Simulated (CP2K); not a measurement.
Two runs for the C K edge of methylketene. Run A: CP2K XAS_TDP, all-electron GAPW, PBEh(45%), aug-cc-pVDZ, TDA, no relativity. Run B differs in one setting.

First lines with a strength over 0.0015. A:

```csv
atom,energy (eV),states,"strength, one atom"
C1 (bonded to C and 3 H),283.24,1,0.0085
,284.27,1,0.0131
,284.91,1,0.0227
,284.98,1,0.0221
,286.27,1,0.0049
C2 (bonded to 2 C and H),283.42,1,0.0416
,284.33,1,0.0040
,285.07,1,0.0080
,285.44,1,0.0037
,286.40,1,0.0015
C3 (bonded to C and O),282.09,1,0.0748
,285.29,1,0.0708
,289.57,1,0.0018
,294.00,1,0.0042
,294.28,1,0.0017
```

B:

```
                    atom  energy (eV)  states  strength, one atom
C1 (bonded to C and 3 H)       289.60       1              0.0083
                               290.63       1              0.0128
                               291.27       1              0.0222
                               291.34       1              0.0216
                               292.64       1              0.0048
C2 (bonded to 2 C and H)       289.22       1              0.0408
                               290.14       1              0.0040
                               290.88       1              0.0078
                               291.25       1              0.0037
                               292.21       1              0.0015
  C3 (bonded to C and O)       288.95       1              0.0730
                               292.15       1              0.0691
                               296.43       1              0.0017
                               300.86       1              0.0041
                               301.14       1              0.0016
```

Q: Which was it: scalar relativity switched on, GW2X switched on, the functional, the basis?

GW2X switched on. GW2X shifts an atom's lines together and keeps their spacings. Against PBEh(45%) in aug-cc-pVDZ, the leading lines move by +6.36 eV (C1, to 289.60), +5.80 eV (C2, to 289.22) and +6.86 eV (C3, to 288.95).

[Banner, clock and machine lines of the logs are left out without a mark of their own.]

[Logs are printed without paths, hosts, clocks, repeated set-up lines and the standing remarks that a program may print on its own settings, such as how far it seeks lower states.]

[Hosts, paths, dates, database ids (printed as entryN), source tags and the programs' standing remarks are cut or masked in the printed files.]
